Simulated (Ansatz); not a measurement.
## What Li (P6/mmm, 3 atoms in the cell) distorts into

Which phase does Li (P6/mmm, 3 atoms in the cell) fall into along its unstable mode, and how much energy does it gain?

Program: Ansatz 0.2.0. Level of theory: DFT PBEsol+D4, scalar-relativistic, plane waves, PAW. Results are calculated unless marked as measured.

Report form: the programs' logs are mostly left out.

This is not the structure that Li takes at ambient pressure and room temperature (bcc); it is a model or a phase of other conditions.

## (1) The starting structure

It takes space group P6/mmm (No. 191, hexagonal). The conventional cell has a = 4.915 Å, b = 4.915 Å, c = 2.882 Å, α = 90.00°, β = 90.00°, γ = 120.00°. Nearest to Li lie 14 Li at 2.88 to 3.18 Å. Nearest to Li lie 11 Li at 2.84 to 3.18 Å.

Structure file:

```cif
data_structure
_symmetry_space_group_name_H-M 'P6/mmm'
_symmetry_Int_Tables_number 191
_cell_length_a 4.9149
_cell_length_b 4.9149
_cell_length_c 2.8822
_cell_angle_alpha 90.000
_cell_angle_beta 90.000
_cell_angle_gamma 120.000
_cell_volume 60.30
loop_
_atom_site_label
_atom_site_type_symbol
_atom_site_symmetry_multiplicity
_atom_site_Wyckoff_symbol
_atom_site_fract_x
_atom_site_fract_y
_atom_site_fract_z
_atom_site_occupancy
Li1 Li 1 a 0.00000 0.00000 0.00000 1
Li2 Li 2 d 0.66667 0.33333 0.50000 1
```

## (2) Phonons on a q mesh

The cell comes from relaxations at this level that are not shown. Stability and thermal properties need the whole zone. Linear response on a 2×2×4 q mesh gives force constants as far as a supercell of that size would.

input.yaml

```yaml
crystal:
  lattice:
    - [4.9149310094, 0.0, 0.0]
    - [-2.4574655047, 4.256455112, 0.0]
    - [0.0, 0.0, 2.8822033485]
  atoms:
    - { symbol: Li, position: [0.0, 0.0, 0.0] }
    - { symbol: Li, position: [0.6666666667, 0.3333333333, 0.5] }
    - { symbol: Li, position: [0.3333333333, 0.6666666667, 0.5] }
kpoints:
  mp_grid: { grid: [10, 10, 16] }
hamiltonian:
  xc: pbesol
  dispersion: d4
scf:
  occupations: { method: methfessel_paxton, width: 0.15 }
output:
  eigenvalues: true
phonons:
  method: dfpt
  qmesh: [2, 2, 4]
  temperatures: { t_max: 1000, t_step: 50 }
  qpath:
    path:
      - [[0.0, 0.0, 0.0], [0.5, 0.0, 0.0], [0.33333333, 0.33333333, 0.0], [0.0, 0.0, 0.0], [0.0, 0.0, 0.5], [0.5, 0.0, 0.5], [0.33333333, 0.33333333, 0.5], [0.0, 0.0, 0.5]]
      - [[0.5, 0.0, 0.5], [0.5, 0.0, 0.0]]
      - [[0.33333333, 0.33333333, 0.5], [0.33333333, 0.33333333, 0.0]]
    npoints: 10
```

Run with:

```bash
> ansatz run input.yaml --threads 4 --pin off --max-ram 7168MiB --backend cpu --events-out ev --progress --plain --runs-dir out
```

The job ended after 3 min (4 threads of Arm Neoverse N1, shared host; peak memory 0.88 GiB).

This step gave:

```yaml
volume_per_atom: 20.10 Å³
gap_on_the_k_mesh: 0 eV
sum_rule_residual_before_enforcement: 3.28e-6 eV/Å²
lowest_frequency_on_the_path: -100.6 cm⁻¹
point_group: 6/mmm
highest_frequency_on_the_path_or_at_a_solved_wavevector: 358.1 cm⁻¹
highest_optical_mode_at_the_zone_centre_no_lo_to_term: 308.9 cm⁻¹
lowest_optical_zone_centre_mode: -100.6 cm⁻¹
lowest_mode_on_the_q_mesh_acoustic_modes_at_gamma_apart: -100.6 cm⁻¹
```

Frequencies (cm⁻¹) solved at each irreducible wavevector; negative means imaginary. Frequencies by wavevector, by row:

| q in reciprocal lattice units | star | mode 1 | mode 2 | mode 3 | mode 4 | mode 5 | mode 6 | mode 7 | mode 8 | mode 9 |
| --- | --- | --- | --- | --- | --- | --- | --- | --- | --- | --- |
| 0 0 0 | 1 | -100.6 | 0 | 0 | 0 | 170.1 | 272.5 | 272.5 | 308.9 | 308.9 |
| 0 0 0.25 | 2 | 60.1 | 60.1 | 204.2 | 219.1 | 256.8 | 256.8 | 289.2 | 309.4 | 309.4 |
| 0 0 -0.5 | 1 | 146 | 146 | 232.7 | 232.7 | 303.6 | 332.6 | 332.6 | 339.9 | 345.2 |
| 0 -0.5 0 | 3 | -64.7 | 57.9 | 141.9 | 159.8 | 164 | 190.8 | 231.1 | 263.4 | 329.8 |
| 0 -0.5 0.25 | 6 | 137.5 | 139.9 | 199 | 212.9 | 214.7 | 242.6 | 250 | 293.7 | 323.5 |
| 0 -0.5 -0.5 | 3 | 74.6 | 151.4 | 176.5 | 207.2 | 236.4 | 313.6 | 314.2 | 324.2 | 346 |

Interpolated from a 2×2×4 q mesh. Phonon branches along the path, in cm⁻¹:

| point | branch 1 | branch 2 | branch 3 | branch 4 | branch 5 | branch 6 | branch 7 | branch 8 | branch 9 |
| --- | --- | --- | --- | --- | --- | --- | --- | --- | --- |
| Γ | -101 | 0 | 0 | 0 | 170 | 272 | 272 | 309 | 309 |
| halfway | -87 | 39 | 101 | 140 | 158 | 218 | 236 | 303 | 324 |
| M | -65 | 58 | 142 | 160 | 164 | 191 | 231 | 263 | 330 |
| halfway | -54 | 50 | 141 | 146 | 166 | 180 | 247 | 272 | 321 |
| K | 8 | 8 | 136 | 139 | 169 | 169 | 273 | 273 | 307 |
| halfway | -82 | 42 | 109 | 155 | 162 | 214 | 216 | 307 | 320 |
| Γ | -101 | 0 | 0 | 0 | 170 | 272 | 272 | 309 | 309 |
| halfway | 60 | 60 | 204 | 219 | 257 | 257 | 289 | 309 | 309 |
| A | 146 | 146 | 233 | 233 | 304 | 333 | 333 | 340 | 345 |
| halfway | 116 | 144 | 193 | 220 | 298 | 309 | 328 | 329 | 346 |
| L | 75 | 151 | 176 | 207 | 236 | 314 | 314 | 324 | 346 |
| halfway | 51 | 157 | 192 | 196 | 238 | 304 | 313 | 314 | 354 |
| H | -2 | 173 | 173 | 223 | 223 | 286 | 313 | 313 | 358 |
| halfway | 103 | 149 | 186 | 214 | 294 | 310 | 316 | 326 | 350 |
| A | 146 | 146 | 233 | 233 | 304 | 333 | 333 | 340 | 345 |
| jump to L | 75 | 151 | 176 | 207 | 236 | 314 | 314 | 324 | 346 |
| halfway | 138 | 140 | 199 | 213 | 215 | 243 | 250 | 294 | 324 |
| M | -65 | 58 | 142 | 160 | 164 | 191 | 231 | 263 | 330 |
| jump to H | -2 | 173 | 173 | 223 | 223 | 286 | 313 | 313 | 358 |
| halfway | 108 | 157 | 157 | 241 | 241 | 258 | 258 | 258 | 320 |
| K | 8 | 8 | 136 | 139 | 169 | 169 | 273 | 273 | 307 |

Symmetry leaves 6 wavevectors to solve. The lowest mode among them, the acoustic zeros apart, lies at Γ and is imaginary, 100.6i cm⁻¹, so the energy falls along it.

## (3) The mode frozen in, largest atomic shift 0 Å

The mode followed lies at Γ with frequency 100.6i cm⁻¹, the softest among the wavevectors solved. At small amplitude the distorted cell has space group no. 164 by a symmetry search on the positions. The undistorted cell that holds it gives the zero of energy on the same k mesh.

input.yaml, the sections that differ from step 2:

```yaml
output:
  forces: true
  stress: true
  eigenvalues: true
# crystal, kpoints, hamiltonian, scf: as in step 2
# phonons: removed
```

Elapsed: 1.8 s, on 4 threads; peak memory 0.33 GiB.

Numbers from this step:

- pressure: -4.08e-5 GPa
- energy from the undistorted cell: 0 meV/atom

The run ends at a pressure of 0.00 GPa.

## (4) The mode frozen in, largest atomic shift 0.45 Å

The atoms are moved along the unstable eigenvector, the largest shift by 0.45 Å, with the cell fixed.

input.yaml, the sections that differ from step 3:

```yaml
crystal:
  lattice:
    - [4.9149310094, 0.0, 0.0]
    - [-2.4574655047, 4.256455112, 0.0]
    - [0.0, 0.0, 2.8822033485]
  atoms:
    - { symbol: Li, position: [0.0, 0.0, 0.0] }
    - { symbol: Li, position: [0.6666666667, 0.3333333333, 0.3438694479] }
    - { symbol: Li, position: [0.3333333333, 0.6666666667, 0.6561305521] }
# kpoints, hamiltonian, scf, output: as in step 3
```

Run time: 2.5 s. Hardware: 4 threads; peak memory 0.36 GiB; 7.5 s of CPU time.

Numbers from this step:

- pressure: 0.003267 GPa
- energy from the undistorted cell: -8.565 meV/atom

The energy, extrapolated to zero smearing, is -8.56 meV/atom against the undistorted cell.

The run ends at a pressure of 0.00 GPa, with forces up to 0.011 eV/Å.

## (5) Energy along the mode, all amplitudes (two of the runs are shown above)

An imaginary frequency means negative curvature, so the energy should fall and then rise again as anharmonic terms take over.

Numbers from this step:

```
depth at the lowest point sampled  : 8.565 meV/atom
largest atomic shift at that point : 0.45 Å
```

The energy from the parent by largest atomic shift:

| largest atomic shift (Å) | energy from the parent (meV/atom) |
| --- | --- |
| 0.000 | 0 |
| 0.040 | -0.135 |
| 0.080 | -0.531 |
| 0.140 | -1.56 |
| 0.220 | -3.51 |
| 0.320 | -6.21 |
| 0.450 | -8.56 |
| 0.600 | -6.70 |

Displacement at unit largest shift by atom:

| atom | x (Å) | y (Å) | z (Å) | size |
| --- | --- | --- | --- | --- |
| Li1 | 0.00 | 0.00 | 0.00 | 0.00 |
| Li2 | 0.00 | 0.00 | -1.00 | 1.00 |
| Li3 | 0.00 | 0.00 | 1.00 | 1.00 |

The lowest of the steps tried is at 0.45 Å, 8.56 meV/atom below the parent; the bottom of the well need not coincide with a step.

## (6) Relaxation from the frozen mode

Starting from the lowest point found, all atoms and the cell are let go, so that strain and other modes of the same symmetry can join in.

input.yaml, as its differences from that of step 4:

```diff
@@ -20 +20,6 @@
   eigenvalues: true
+relax:
+  adjacent_minimum: "off"
+  f_tol: 0.002
+  max_steps: 120
+  cell: { stress_tol: 0.03 }
```

Wall time 15 s (4 threads); peak memory 0.41 GiB; 49 s of CPU time.

Step by step:

| step | energy less that of the first step (eV) | largest force component (eV/Å) | pressure (GPa) | volume (Å³) |
| --- | --- | --- | --- | --- |
| 1 | 0.0000 | 0.0106 | 0.00 | 60.30 |
| 2 | -0.0041 | 0.0069 | 0.01 | 60.27 |
| 3 | -0.0080 | 0.0082 | 0.01 | 60.25 |
| 4 | -0.0081 | 0.0007 | 0.00 | 60.32 |
| 5* | -0.0081 | 0.0007 | 0.00 | 60.32 |

Relaxation steps marked * repeat the geometry before them on a plane-wave basis chosen anew for their cell, so energy and pressure can jump there.

The run keeps the 12 symmetry operations that it works with, so distortions that break them were not tested.

| conventional cell, symmetrised | before | after | change |
| --- | --- | --- | --- |
| a (Å) | 4.915 | 4.823 | -1.9 % |
| b (Å) | 4.915 | 4.823 | -1.9 % |
| c (Å) | 2.882 | 2.994 | +3.9 % |
| volume (Å³/atom) | 20.10 | 20.11 | +0.0 % |

The atoms that moved most (Å, as changes of fractional coordinates times the final cell):

| atom | dx | dy | dz | length |
| --- | --- | --- | --- | --- |
| Li3 | 0.000 | 0.000 | 0.033 | 0.033 |
| Li2 | 0.000 | 0.000 | -0.033 | 0.033 |

The relaxed structure:

```
Li
1.0
     4.82291    0.00000    0.00000
    -2.41146    4.17677    0.00000
     0.00000    0.00000    2.99436
Li
3
Direct
  0.00000 0.00000 0.00000
  0.66667 0.33333 0.33292
  0.33333 0.66667 0.66708
```

Numbers from this step:

| Property | Result |
| --- | --- |
| pressure | -0.002944 GPa |
| volume per atom | 20.11 Å³ |

The distorted start has space group P-3m1; the relaxation ends in R-3m.

## (7) The new phase in its own primitive cell

The relaxed structure is symmetrised, reduced to its primitive cell and relaxed tightly, as its phonons need.

System of this step: Li (R-3m, 1 atom in the cell). Symmetry: R-3m, No. 166, trigonal system. The conventional cell has a = 4.823 Å, b = 4.823 Å, c = 2.994 Å, α = 90.00°, β = 90.00°, γ = 120.00°. Li has 8 Li at 2.96 to 2.99 Å nearest.

input.yaml, the sections that differ from step 6:

```yaml
crystal:
  lattice:
    - [2.4114574093, 1.3922555844, 0.9981207758]
    - [-2.4114574093, 1.3922555844, 0.9981207758]
    - [0.0, -2.7845111688, 0.9981207758]
  atoms:
    - { symbol: Li, position: [0.0, 0.0, 0.0] }
kpoints:
  mp_grid: { grid: [15, 15, 15] }
relax:
  adjacent_minimum: "off"
  f_tol: 0.001
  max_steps: 60
  cell: { stress_tol: 0.01 }
# hamiltonian, scf, output: as in step 6
```

Wall time 8.3 s (4 threads); peak memory 0.32 GiB; 24 s of CPU time.

Step by step:

| step | energy less that of the first step (eV) | largest force component (eV/Å) | pressure (GPa) | volume (Å³) |
| --- | --- | --- | --- | --- |
| 1 | 0.0000 | 0.0000 | -0.01 | 20.11 |
| 2 | -0.0001 | 0.0000 | 0.00 | 20.10 |
| 3 | -0.0002 | 0.0000 | 0.00 | 20.09 |
| 4 | -0.0002 | 0.0000 | 0.00 | 20.09 |
| 5* | -0.0002 | 0.0000 | 0.00 | 20.09 |

Relaxation steps marked * repeat the geometry before them on a plane-wave basis chosen anew for their cell, so energy and pressure can jump there.

| cell as run | before | after | change |
| --- | --- | --- | --- |
| a (Å) | 2.958 | 2.967 | +0.3 % |
| b (Å) | 2.958 | 2.967 | +0.3 % |
| c (Å) | 2.958 | 2.967 | +0.3 % |
| α (°) | 109.22 | 109.48 | +0.2 % |
| β (°) | 109.22 | 109.48 | +0.2 % |
| γ (°) | 109.22 | 109.48 | +0.2 % |
| volume (Å³/atom) | 20.11 | 20.09 | -0.1 % |

Final coordinates:

```cif
data_structure
_symmetry_space_group_name_H-M 'P 1'
_symmetry_Int_Tables_number 1
_cell_length_a 2.9666
_cell_length_b 2.9666
_cell_length_c 2.9666
_cell_angle_alpha 109.475
_cell_angle_beta 109.475
_cell_angle_gamma 109.475
_cell_volume 20.09
loop_
_atom_site_label
_atom_site_type_symbol
_atom_site_fract_x
_atom_site_fract_y
_atom_site_fract_z
_atom_site_occupancy
Li1 Li 0.00000 0.00000 0.00000 1
```

Numbers from this step:

* pressure: 4.05e-4 GPa
* volume per atom: 20.09 Å³

The forces vanish by symmetry and the pressure is 0.000 GPa, within the tolerances set. The cell now holds 20.09 Å³/atom.

## (8) Modes of the new phase, k-mesh 15×15×15

A relaxed structure may still be a saddle point, so its zone-centre modes are computed. No field response is asked, since the mesh shows no gap.

input.yaml, the sections that differ from step 7:

```yaml
crystal:
  lattice:
    - [2.4222791818, 1.3985035377, 0.9886613949]
    - [-2.4222791818, 1.3985035377, 0.9886613949]
    - [0.0, -2.7970070754, 0.9886613949]
  atoms:
    - { symbol: Li, position: [0.0, 0.0, 0.0] }
output:
  eigenvalues: true
phonons:
  method: dfpt
# kpoints, hamiltonian, scf: as in step 7
# relax: removed
```

It took 9.8 s on 4 threads; peak memory 0.46 GiB.

This step gave:

```
sum-rule residual before enforcement : 1.33e-5 eV/Å²
```

Before it was imposed, the acoustic sum rule was missed by 1.3e-5 eV/Å². Small misses are needed for a sound result but don't prove that mesh and cutoff are converged.

## (9) Results

| Item | Value |
| --- | --- |
| unstable mode of the parent | q = (0, 0, 0), 101i cm⁻¹ |
| depth at the lowest point sampled | 8.56 meV/atom |
| largest atomic shift at that point | 0.45 Å |
| space group reached (within 0.01 Å) | Im-3m |
| energy gained over the parent (first relaxation, on the mesh of the frozen mode) | 11.3 meV/atom |
| volume per atom, phase reached | 20.1 Å³ |

Along this mode the structure falls into Im-3m, 11.3 meV/atom below the parent. At the parent's cell the well is 8.565 meV/atom deep on the steps tried, with its lowest point at a shift of 0.45 Å. Relaxing atoms and cell changes the gain by +2.75 meV/atom against the lowest step (energies at zero smearing). The phase reached has one atom in its cell and so no optical modes at Γ; other wavevectors were not computed. Each path keeps the symmetry of its pattern, so a lower phase may lie along a pattern not tried. With no gap, or one that is small against the smearing, the frequencies hang on the k mesh and the smearing, most of all near Kohn anomalies. In the phonons the program treats the change of the C6 weights of the dispersion term with coordination only in part.

[Logs are printed without paths, hosts, clocks, repeated set-up lines and the standing remarks that a program may print on its own settings, such as how far it seeks lower states.]

[Hosts, paths, dates, database ids (printed as entryN), source tags and the programs' standing remarks are cut or masked in the printed files.]
